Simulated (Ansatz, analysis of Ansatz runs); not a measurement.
**A hop of S in LaS2 (P2_1/c), charge 0**

Aim: the barrier of one jump in LaS2 (P2_1/c) at charge 0: S_i by the interstitialcy path. The model is a cell of 36 host atoms with 1 S put in; S is the atom that moves.

Main program and level: Ansatz 0.2.0; plane-wave PAW DFT, r2SCAN; nudged elastic band between two relaxed defect structures.

## (1) Starting point

The cell holds 37 atoms: 12 La and 25 S. Cell: a = 8.215 Å, b = 12.448 Å, c = 8.226 Å, α = 90.0°, β = 90.1°, γ = 90.0°. It derives from LaS2 (space group P2_1/c). Nearest the centre at fractional (0.434, 0.750, 0.999): S37 at 1.17 Å, S36 at 1.17 Å, La14 at 2.54 Å, La28 at 2.61 Å, S22 at 2.81 Å, La26 at 2.81 Å, S34 at 2.89 Å, S33 at 3.14 Å.

The cell's shortest repeat is 8.2 Å.

## (2) Relaxation of the start point, charge 0

The ends come first: from an unrelaxed start the top is counted from too high an energy, and the barrier comes out too low. Small random displacements break the symmetry of the ideal sites, so that the defect can distort if it gains by it.

File q0.start/input.yaml:

```yaml
crystal:
  lattice:
    - [8.21549913, 0.0, -0.00141922]
    - [0.0, 12.44759763, 0.0]
    - [-0.01047, 0.0, 8.22626608]
  atoms:
    - { symbol: La, position: [0.72317534, 0.09724932, 0.36952092] }
    - { symbol: La, position: [0.27682466, 0.26391599, 0.13047908] }
    - { symbol: La, position: [0.27682466, 0.23608401, 0.63047908] }
    - { symbol: La, position: [0.72317534, 0.06941735, 0.86952092] }
    - { symbol: S, position: [0.00265181, 0.11668148, 0.1045882] }
    - { symbol: S, position: [0.99734819, 0.28334815, 0.3954118] }
    - { symbol: S, position: [0.99734819, 0.21665185, 0.8954118] }
    - { symbol: S, position: [0.00265181, 0.04998518, 0.6045882] }
    - { symbol: S, position: [0.36527683, 0.0882469, 0.3739546] }
    - { symbol: S, position: [0.63472317, 0.25491357, 0.1260454] }
    - { symbol: S, position: [0.63472317, 0.24508643, 0.6260454] }
    - { symbol: S, position: [0.36527683, 0.07841977, 0.8739546] }
    - { symbol: La, position: [0.72317534, 0.43058265, 0.36952092] }
    - { symbol: La, position: [0.27682466, 0.59724932, 0.13047908] }
    - { symbol: La, position: [0.27682466, 0.56941735, 0.63047908] }
    - { symbol: La, position: [0.72317534, 0.40275068, 0.86952092] }
    - { symbol: S, position: [0.00265181, 0.45001482, 0.1045882] }
    - { symbol: S, position: [0.99734819, 0.61668148, 0.3954118] }
    - { symbol: S, position: [0.99734819, 0.54998518, 0.8954118] }
    - { symbol: S, position: [0.00265181, 0.38331852, 0.6045882] }
    - { symbol: S, position: [0.36527683, 0.42158023, 0.3739546] }
    - { symbol: S, position: [0.63472317, 0.5882469, 0.1260454] }
    - { symbol: S, position: [0.63472317, 0.57841977, 0.6260454] }
    - { symbol: S, position: [0.36527683, 0.4117531, 0.8739546] }
    - { symbol: La, position: [0.72317534, 0.76391599, 0.36952092] }
    - { symbol: La, position: [0.27682466, 0.93058265, 0.13047908] }
    - { symbol: La, position: [0.27682466, 0.90275068, 0.63047908] }
    - { symbol: La, position: [0.72317534, 0.73608401, 0.86952092] }
    - { symbol: S, position: [0.00265181, 0.78334815, 0.1045882] }
    - { symbol: S, position: [0.99734819, 0.95001482, 0.3954118] }
    - { symbol: S, position: [0.99734819, 0.88331852, 0.8954118] }
    - { symbol: S, position: [0.00265181, 0.71665185, 0.6045882] }
    - { symbol: S, position: [0.36527683, 0.75491357, 0.3739546] }
    - { symbol: S, position: [0.63472317, 0.92158023, 0.1260454] }
    - { symbol: S, position: [0.63472317, 0.9117531, 0.6260454] }
    - { symbol: S, position: [0.36527683, 0.74508643, 0.8739546] }
    - { symbol: S, position: [0.501816, 0.754562, 0.124085] }
basis:
  ecutwfc: 500
  xc_grid: 2
hamiltonian:
  xc: r2scan
kpoints:
  mp_grid: { grid: [1, 1, 1], shift: [0.25, 0.25, 0.25] }
scf:
  occupations: { method: fixed }
  max_iter: 60
output:
  forces: true
relax:
  f_tol: 0.02
  max_steps: 70
  random_displacement: { amplitude: 0.03, seed: 8376 }
```

On the command line:

```
$ ansatz run input.yaml --threads 4 --pin off --max-ram 7536MiB --backend cpu --events-out ev --progress --plain --runs-dir out
```

Numbers of over 12 decimals in the logs are rounded to 6 here.

Log:

```text
[... repeated set-up lines and file paths are left out, and long positions are rounded to six places ...]
The last accepted step is kept in <dir> (removed where the run ends without a failure and the disk answers)
Engine: ansatz 0.2.0, aarch64-unknown-linux-gnu
Pseudopotentials: kind: paw
Pseudopotential: La, paw, valence charge 11, recommended cutoff 500 eV (meta_gga), La.paw.azcp
Pseudopotential: S, paw, valence charge 6, recommended cutoff 500 eV (meta_gga), S.paw.azcp
Functional definition: r2SCAN
  parameter k0 = 0.174
  parameter k1 = 0.065
  parameter a1 = 4.9479
  exchange = r2scan_x(k0 = k0, k1 = k1, a1 = a1)
  correlation = r2scan_c
Crystal: 37 atoms, lattice volume = 841.244 Å³
Basis set: ecut = 500 eV, 21351 PW (Γ), exchange–correlation on 120×192×120 points (8 copies of the dense FFT grid, shifted against one another)
Bands: 178, of which v1, the nominal top of the filled ones, is band 141 counted from 1 (140 counted from 0)
Symmetry: 1 space group operations
k-points: 1
Non-local potential: La, projectors of the file, l = 0: 3, l = 1: 2, l = 2: 2, l = 3: 3
Non-local potential: S, projectors of the file, l = 0: 2, l = 1: 2, l = 2: 2
PAW form: soft (Blöchl's): semilocal exchange-correlation on the pseudo side does not see the compensation charge
PAW frozen core: La, regenerated for the run's functional (the file was generated under x = pbe(κ = 0.804, μ = 0.219515), c = pbe(β = 0.066725))
PAW frozen core: S, regenerated for the run's functional (the file was generated under x = pbe(κ = 0.804, μ = 0.219515), c = pbe(β = 0.066725))
PAW one-centre angular grid: La, 974 points (default); XC on 160 Gauss nodes
PAW one-centre angular grid: S, 302 points (default); XC on 160 Gauss nodes
Initial density: superposition of atomic densities (neutral atoms: chi_scale 0, normalization atom), corrected by the library's trained network
Initial wavefunctions: pseudopotential atomic-orbital guess
Functional: x = r2scan, c = r2scan; τ floored in thin density (d = 2e-4 eV/Å³)
SCF iter   1: F=—  HF=-97892.466529 eV  |F-HF|=—  |Δ(HF+E_count)|=         —  Δρ=1.05e-2  dr2=1.64e0  dr2_τ=2.49e-1  ethr=1.77e-3  ⟨swp⟩=6.0  Hψ=678  notcnv=0  defer=35
preconditioner: auto → Resta (q_TF=auto, 2.274 Å⁻¹)  ε∞=4.2  [insulator: Δε(μ)=0.184 eV  Ē_g=11.549 eV  n_scr=152 (ndim 8)  ℏωp=20.6 eV  f_vac=0.000  ε∞_Penn≈4.2]
SCF iter   2: F=—  HF=-97893.144220 eV  |F-HF|=—  |Δ(HF+E_count)|=   6.78e-1  Δρ=1.01e-2  dr2=1.93e0  dr2_τ=5.62e-2  ethr=5.80e-4  ⟨swp⟩=3.0  Hψ=323  notcnv=0  defer=35
SCF iter   3: F=—  HF=-97893.089539 eV  |F-HF|=—  |Δ(HF+E_count)|=   5.47e-2  Δρ=6.48e-3  dr2=7.41e-1  dr2_τ=2.25e-2  ethr=5.80e-4  ⟨swp⟩=3.0  Hψ=213  notcnv=0  defer=35
SCF iter   4: F=—  HF=-97893.045110 eV  |F-HF|=—  |Δ(HF+E_count)|=   4.44e-2  Δρ=4.43e-3  dr2=3.38e-1  dr2_τ=1.52e-3  ethr=2.63e-4  ⟨swp⟩=2.0  Hψ=197  notcnv=0  defer=35
SCF iter   5: F=—  HF=-97893.025543 eV  |F-HF|=—  |Δ(HF+E_count)|=   1.96e-2  Δρ=1.63e-3  dr2=3.32e-2  dr2_τ=1.27e-3  ethr=1.20e-4  ⟨swp⟩=3.0  Hψ=163  notcnv=0  defer=35
SCF iter   6: F=—  HF=-97893.024822 eV  |F-HF|=—  |Δ(HF+E_count)|=   7.21e-4  Δρ=7.63e-4  dr2=1.17e-2  dr2_τ=1.45e-4  ethr=1.18e-5  ⟨swp⟩=3.0  Hψ=283  notcnv=0  defer=35
SCF iter   7: F=—  HF=-97893.024422 eV  |F-HF|=—  |Δ(HF+E_count)|=   4.00e-4  Δρ=3.40e-4  dr2=1.45e-3  dr2_τ=4.09e-5  ethr=4.16e-6  ⟨swp⟩=2.0  Hψ=154  notcnv=0  defer=35
SCF iter   8: F=—  HF=-97893.023964 eV  |F-HF|=—  |Δ(HF+E_count)|=   4.57e-4  Δρ=1.98e-4  dr2=6.81e-4  dr2_τ=1.85e-5  ethr=5.15e-7  ⟨swp⟩=2.0  Hψ=313  notcnv=0  defer=35
SCF iter   9: F=—  HF=-97893.023956 eV  |F-HF|=—  |Δ(HF+E_count)|=   8.27e-6  Δρ=1.53e-4  dr2=4.38e-4  dr2_τ=1.05e-6  ethr=2.41e-7  ⟨swp⟩=1.0  Hψ=150  notcnv=0  defer=35
SCF iter  10: F=—  HF=-97893.023941 eV  |F-HF|=—  |Δ(HF+E_count)|=   1.54e-5  Δρ=4.25e-5  dr2=3.31e-5  dr2_τ=9.29e-8  ethr=1.55e-7  ⟨swp⟩=1.0  Hψ=150  notcnv=0  defer=35
SCF iter  11: F=-97893.023940 eV  HF=-97893.023940 eV  |F-HF|=9.29e-8  |Δ(HF+E_count)|=   8.74e-7  Δρ=4.50e-6  dr2=1.89e-7  dr2_τ=8.10e-9  ethr=3.55e-9  ⟨swp⟩=4.0  Hψ=531  notcnv=0
SCF 1 converged in 11 iterations: F = -97893.023940 eV  dr2 = 1.89e-7
  greatest PAW one-centre occupation: 0.967 electrons in one spin orbital (limit 2), on the La atom at site 2 (counted from 0), in its partial waves of l = 0
relax step   1: F+E_penalty+E_count = -97893.02393986 eV  Δ(F+E_penalty+E_count) = +0.000e0 eV  max|allowed force component| = 2.854e0 eV/Å  Δτ_max = 0.0000 Å  (11 SCF iters, dr2 threshold 1.00e-5 eV, accepted)
[... the SCF cycles and remarks between the steps are left out from here to the last step ...]
relax step   2: F+E_penalty+E_count = -97894.59042505 eV  Δ(F+E_penalty+E_count) = -1.566e0 eV  max|allowed force component| = 3.234e0 eV/Å  Δτ_max = 0.1935 Å  (6 SCF iters, dr2 threshold 1.00e-4 eV, accepted)
relax step   3: F+E_penalty+E_count = -97895.53554237 eV  Δ(F+E_penalty+E_count) = -9.451e-1 eV  max|allowed force component| = 1.963e0 eV/Å  Δτ_max = 0.1975 Å  (6 SCF iters, dr2 threshold 1.00e-4 eV, accepted)
relax step   4: F+E_penalty+E_count = -97895.92326280 eV  Δ(F+E_penalty+E_count) = -3.877e-1 eV  max|allowed force component| = 9.057e-1 eV/Å  Δτ_max = 0.1909 Å  (5 SCF iters, dr2 threshold 1.00e-4 eV, accepted)
relax step   5: F+E_penalty+E_count = -97895.96004769 eV  Δ(F+E_penalty+E_count) = -3.678e-2 eV  max|allowed force component| = 1.526e0 eV/Å  Δτ_max = 0.2000 Å  (6 SCF iters, dr2 threshold 1.00e-4 eV, accepted)
relax step   6: F+E_penalty+E_count = -97896.19417333 eV  Δ(F+E_penalty+E_count) = -2.341e-1 eV  max|allowed force component| = 3.442e-1 eV/Å  Δτ_max = 0.1000 Å  (5 SCF iters, dr2 threshold 1.00e-4 eV, accepted)
relax step   7: F+E_penalty+E_count = -97896.21253011 eV  Δ(F+E_penalty+E_count) = -1.836e-2 eV  max|allowed force component| = 1.900e-1 eV/Å  Δτ_max = 0.0343 Å  (5 SCF iters, dr2 threshold 7.40e-6 eV, accepted)
relax step   8: F+E_penalty+E_count = -97896.24080612 eV  Δ(F+E_penalty+E_count) = -2.828e-2 eV  max|allowed force component| = 4.598e-1 eV/Å  Δτ_max = 0.2000 Å  (7 SCF iters, dr2 threshold 2.26e-6 eV, accepted)
relax step   9: F+E_penalty+E_count = -97896.26544786 eV  Δ(F+E_penalty+E_count) = -2.464e-2 eV  max|allowed force component| = 4.546e-1 eV/Å  Δτ_max = 0.0426 Å  (5 SCF iters, dr2 threshold 6.44e-5 eV, accepted)
relax step  10: F+E_penalty+E_count = -97896.34994623 eV  Δ(F+E_penalty+E_count) = -8.450e-2 eV  max|allowed force component| = 3.742e-1 eV/Å  Δτ_max = 0.2000 Å  (5 SCF iters, dr2 threshold 1.00e-4 eV, accepted)
[...]
relax step  19: F+E_penalty+E_count = -97897.26746709 eV  Δ(F+E_penalty+E_count) = -9.980e-2 eV  max|allowed force component| = 2.713e-1 eV/Å  Δτ_max = 0.2000 Å  (6 SCF iters, dr2 threshold 2.30e-5 eV, accepted)
relax step  20: F+E_penalty+E_count = -97897.30844131 eV  Δ(F+E_penalty+E_count) = -4.097e-2 eV  max|allowed force component| = 1.711e-1 eV/Å  Δτ_max = 0.2000 Å  (5 SCF iters, dr2 threshold 3.95e-5 eV, accepted)
relax step  21: F+E_penalty+E_count = -97897.31491909 eV  Δ(F+E_penalty+E_count) = -6.478e-3 eV  max|allowed force component| = 2.474e-1 eV/Å  Δτ_max = 0.0787 Å  (5 SCF iters, dr2 threshold 1.17e-5 eV, accepted)
relax step  22: F+E_penalty+E_count = -97897.32316426 eV  Δ(F+E_penalty+E_count) = -8.245e-3 eV  max|allowed force component| = 2.645e-2 eV/Å  Δτ_max = 0.0346 Å  (4 SCF iters, dr2 threshold 2.44e-5 eV, accepted)
relax step  23: F+E_penalty+E_count = -97897.32316814 eV  Δ(F+E_penalty+E_count) = -3.877e-6 eV  max|allowed force component| = 2.682e-2 eV/Å  Δτ_max = 0.0000 Å  (4 SCF iters, accepted)
SCF iter   1: F=—  HF=-97897.323513 eV  |F-HF|=—  |Δ(HF+E_count)|=         —  Δρ=1.98e-4  dr2=3.32e-4  dr2_τ=5.33e-4  ethr=1.62e-6  ⟨swp⟩=3.0  Hψ=329  notcnv=0  defer=35
SCF iter   2: F=—  HF=-97897.323836 eV  |F-HF|=—  |Δ(HF+E_count)|=   3.22e-4  Δρ=1.10e-4  dr2=6.79e-5  dr2_τ=2.15e-6  ethr=1.18e-7  ⟨swp⟩=2.0  Hψ=329  notcnv=0  defer=35
SCF iter   3: F=—  HF=-97897.323460 eV  |F-HF|=—  |Δ(HF+E_count)|=   3.76e-4  Δρ=2.46e-5  dr2=4.53e-6  dr2_τ=2.48e-7  ethr=2.41e-8  ⟨swp⟩=2.0  Hψ=243  notcnv=0  defer=35
SCF iter   4: F=—  HF=-97897.323461 eV  |F-HF|=—  |Δ(HF+E_count)|=   1.75e-6  Δρ=5.34e-6  dr2=2.97e-7  dr2_τ=1.55e-8  ethr=1.60e-9  ⟨swp⟩=2.0  Hψ=279  notcnv=0  defer=35
SCF iter   5: F=-97897.323461 eV  HF=-97897.323461 eV  |F-HF|=3.71e-9  |Δ(HF+E_count)|=   1.56e-7  Δρ=1.82e-6  dr2=3.76e-8  dr2_τ=1.96e-9  ethr=3.55e-11  ⟨swp⟩=5.0  Hψ=606  notcnv=0
SCF 24 converged in 5 iterations: F = -97897.323461 eV  dr2 = 3.76e-8
relax step  24: F+E_penalty+E_count = -97897.32346147 eV  Δ(F+E_penalty+E_count) = -2.933e-4 eV  max|allowed force component| = 1.408e-2 eV/Å  Δτ_max = 0.0053 Å  (5 SCF iters, accepted)
SCF converged after 5 iterations
the last check of whether an eigenvalue changes by more than its tolerance under the output density was not made (final_scf_spared)
Free energy (F): -97897.323461 eV
Harris-Foulkes:  -97897.323461 eV  (|F-HF|=3.71e-9)
Internal energy: -97897.323461 eV  (E = F + TS)
E sigma→0 (E₀):  -97897.323461 eV
Fermi energy:    8.825257 eV
--- Per-component energies (eV) ---
  E_band       = -398.204253
  E_kinetic    = 4987.359884
  E_local      = -5955.829006  (includes V_loc(G=0)·N_el)
  E_nonlocal   = 1846.245339
  E_hartree    = 1861.032907
  E_xc         = -3901.241848
  E_vxc        = -4311.706253  (∫ρ·V_xc dr)
  E_paw        = -80497.072938  (= ΣΔE_a)
  E_vpaw       = -892.230391  (= ΣTr[D̂ρ^β])
  E_aug_tail   = 0.000026  (compensation charges beyond the density's cutoff)
  E_vtau       = 205.890583  (kinetic-family band-sum trace: ∫τ·v_τ [+ j·A + Jᵃ·Aᵃ] dr)
  E_ewald      = -16235.895806
  E_core_change = -1.922020  (= ΣΔE_core)
  E_smearing   = -0.000000  (= −TS)
  E_closure    = -0.000000  (closes the sum)
  Σ components = -97897.323461   (vs F -97897.323461, Δ=0.00e0)
--- Forces (eV/Å), atoms counted from 1 ---
  atom   1  La     0.00126259    -0.00035910     0.00128054
  atom   2  La    -0.00011760    -0.00257583     0.00122692
  atom   3  La    -0.00055421    -0.00086136    -0.00004404
  atom   4  La     0.00091423     0.00053044    -0.00083395
  atom   5  S     -0.00025387     0.00031591    -0.00153065
  atom   6  S     -0.00037306     0.00061921    -0.00299707
  atom   7  S      0.00004588     0.00061507    -0.00065736
  atom   8  S     -0.00049222     0.00187895    -0.00104175
  atom   9  S      0.00017843     0.00206908     0.00027523
  atom  10  S     -0.00038242     0.00086595    -0.00058732
  atom  11  S     -0.00044858     0.00076448     0.00039399
  atom  12  S      0.00034520     0.00256241    -0.00345021
  atom  13  La     0.00135363     0.00033803     0.00089943
  atom  14  La    -0.00084886     0.00513402     0.00152661
  atom  15  La     0.00014687    -0.00208257    -0.00229346
  atom  16  La     0.00187113     0.00039107    -0.00039875
  atom  17  S      0.00060667    -0.00064425    -0.00062848
  atom  18  S      0.00108819     0.00173943     0.00168625
  atom  19  S     -0.00104232    -0.00042249     0.00126462
  atom  20  S      0.00013244    -0.00016630     0.00264376
  atom  21  S     -0.00029667     0.00015903     0.00089582
  atom  22  S      0.00094583    -0.00029532     0.00014015
  atom  23  S     -0.00020382    -0.00065209    -0.00020914
  atom  24  S      0.00000335    -0.00041163     0.00020836
  atom  25  La    -0.00591332    -0.00093208    -0.00227545
  atom  26  La     0.00203134     0.00028504     0.00337705
  atom  27  La    -0.00253396     0.00145745    -0.00153760
  atom  28  La     0.00234133     0.00281281     0.00005229
  atom  29  S      0.00079757     0.00094326    -0.00071626
  atom  30  S      0.00044892    -0.00226436     0.00276060
  atom  31  S     -0.00066275    -0.00222386     0.00198217
  atom  32  S      0.00139498     0.00031770    -0.00249132
  atom  33  S     -0.00686302     0.00815704    -0.00929309
  atom  34  S     -0.00115553    -0.00056470    -0.00022359
  atom  35  S     -0.00079078    -0.00181884     0.00003043
  atom  36  S      0.00167991    -0.00159867    -0.00152729
  atom  37  S      0.00692612    -0.01407732     0.01121716
  max |Σ_I F_I| component: 1.58e-3 eV/Å
--- Relaxed structure (24 steps of the walk, 24 accepted, 0 SCFs on fresh bases) ---
  F+E_penalty+E_count = -97897.32346147 eV   max|allowed force component| = 1.408e-2 eV/Å
  atoms:
    - { symbol: La, position: [0.720043, 0.099699, 0.362663] }
    - { symbol: La, position: [0.278638, 0.265022, 0.126499] }
    - { symbol: La, position: [0.282848, 0.236992, 0.616054] }
    - { symbol: La, position: [0.728399, 0.073049, 0.857760] }
    - { symbol: S, position: [0.003564, 0.120386, 0.094681] }
    - { symbol: S, position: [0.997517, 0.284311, 0.388904] }
    - { symbol: S, position: [1.001432, 0.220625, 0.885672] }
    - { symbol: S, position: [0.006750, 0.053880, 0.598331] }
    - { symbol: S, position: [0.365179, 0.089525, 0.361514] }
    - { symbol: S, position: [0.636854, 0.254785, 0.121056] }
    - { symbol: S, position: [0.638736, 0.248273, 0.618133] }
    - { symbol: S, position: [0.374027, 0.083709, 0.850274] }
    - { symbol: La, position: [0.723639, 0.431394, 0.368545] }
    - { symbol: La, position: [0.288560, 0.595518, 0.132246] }
    - { symbol: La, position: [0.268772, 0.556063, 0.644993] }
    - { symbol: La, position: [0.730424, 0.402336, 0.871620] }
    - { symbol: S, position: [0.009215, 0.447938, 0.108610] }
    - { symbol: S, position: [1.004579, 0.608981, 0.391961] }
    - { symbol: S, position: [1.004919, 0.548882, 0.901755] }
    - { symbol: S, position: [0.003109, 0.378861, 0.602847] }
    - { symbol: S, position: [0.368401, 0.416358, 0.374258] }
    - { symbol: S, position: [0.644316, 0.589931, 0.116855] }
    - { symbol: S, position: [0.642641, 0.567624, 0.638986] }
    - { symbol: S, position: [0.372197, 0.407731, 0.878429] }
    - { symbol: La, position: [0.762847, 0.774364, 0.349237] }
    - { symbol: La, position: [0.273061, 0.946635, 0.092994] }
    - { symbol: La, position: [0.282089, 0.899720, 0.611757] }
    - { symbol: La, position: [0.718892, 0.739464, 0.858517] }
    - { symbol: S, position: [0.001387, 0.791766, 0.074864] }
    - { symbol: S, position: [0.999839, 0.960957, 0.383968] }
    - { symbol: S, position: [0.993755, 0.892178, 0.868168] }
    - { symbol: S, position: [0.008015, 0.714772, 0.596760] }
    - { symbol: S, position: [0.452264, 0.694295, 0.448784] }
    - { symbol: S, position: [0.634439, 0.925420, 0.112983] }
    - { symbol: S, position: [0.639175, 0.915233, 0.607887] }
    - { symbol: S, position: [0.364792, 0.747666, 0.870408] }
    - { symbol: S, position: [0.290715, 0.786013, 0.316818] }
```

It took 3.6 min on 4 threads of Arm Neoverse V1, shared host; peak memory 1.5 GiB; 14 min of CPU time.

Step by step (22 of 24):

```csv
step,energy less that of the first step (eV),largest force component (eV/Å)
1,0.0000,2.8537
2,-1.5665,3.2343
3,-2.5116,1.9625
4,-2.8993,0.9057
5,-2.9361,1.5255
6,-3.1702,0.3442
8,-3.2169,0.4598
9,-3.2415,0.4546
10,-3.3260,0.3742
11,-3.3597,0.6288
12,-3.4598,0.3932
13,-3.5429,0.2619
14,-3.6407,0.5670
15,-3.7675,0.8001
16,-3.9436,0.7945
17,-4.1156,0.3255
19,-4.2435,0.2713
20,-4.2845,0.1711
21,-4.2910,0.2474
22,-4.2992,0.0264
23,-4.2992,0.0268
24,-4.2995,0.0141
```

The atoms that moved most (Å, from the sites as typed, ahead of the random displacement, the mean shift of all atoms taken out):

```csv
atom,dx,dy,dz,length
S37,-1.739,0.386,1.590,2.388
S33,0.711,-0.760,0.620,1.211
La25,0.323,0.125,-0.163,0.383
La26,-0.034,0.195,-0.304,0.363
S29,-0.013,0.099,-0.240,0.261
S31,-0.032,0.105,-0.220,0.246
La15,-0.069,-0.172,0.123,0.222
S12,0.069,0.061,-0.191,0.212
```

Final coordinates:

```xyz
37
Lattice="8.2155 0.0000 -0.0014 0.0000 12.4476 0.0000 -0.0105 0.0000 8.2263" Properties=species:S:1:pos:R:3 pbc="T T T"
La    5.9117    1.2410    2.9823
La    2.2878    3.2989    1.0402
La    2.3173    2.9500    5.0674
La    5.9752    0.9093    7.0551
S     0.0283    1.4985    0.7789
S     8.1910    3.5390    3.1978
S     8.2180    2.7463    7.2843
S     0.0492    0.6707    4.9220
S     2.9963    1.1144    2.9734
S     5.2308    3.1715    0.9949
S     5.2411    3.0904    5.0840
S     3.0639    1.0420    6.9940
La    5.9412    5.3698    3.0307
La    2.3693    7.4128    1.0875
La    2.2013    6.9216    5.3055
La    5.9917    5.0081    7.1691
S     0.0746    5.5758    0.8934
S     8.2490    7.5803    3.2230
S     8.2465    6.8323    7.4166
S     0.0192    4.7159    4.9592
S     3.0227    5.1827    3.0782
S     5.2922    7.3432    0.9604
S     5.2729    7.0656    5.2556
S     3.0486    5.0753    7.2257
La    6.2635    9.6390    2.8718
La    2.2424   11.7833    0.7646
La    2.3111   11.1993    5.0321
La    5.8971    9.2045    7.0614
S     0.0106    9.8556    0.6159
S     8.2102   11.9616    3.1572
S     8.1551   11.1055    7.1404
S     0.0596    8.8972    4.9091
S     3.7109    8.6423    3.6912
S     5.2110   11.5192    0.9285
S     5.2448   11.3925    4.9997
S     2.9878    9.3066    7.1597
S     2.3851    9.7840    2.6058
```

Neighbours of S37 at the end:

| atom | distance (Å) |
| --- | --- |
| S33 | 2.059 |
| La26 | 2.722 |
| La27 | 2.810 |
| La14 | 2.816 |
| S29 | 3.099 |
| S30 | 3.280 |
| S18 | 3.282 |
| S32 | 3.391 |

Among the atoms that came to bonding distance: S33–S37 2.06 Å (from 2.34).

Read from the output:

```
free energy                                                                                       : -97897.3235 eV
largest move from the ideal geometry of this structure, a common shift of the far atoms taken out : 2.422 Å
```

The relaxation gained 4.300 eV and ended with a largest force component of 0.014 eV/Å.

(Continued in part 2 of 3.)

[Logs are printed without paths, hosts, clocks, repeated set-up lines and the standing remarks that a program may print on its own settings, such as how far it seeks lower states.]

[Hosts, paths, dates, database ids (printed as entryN), source tags and the programs' standing remarks are cut or masked in the printed files.]
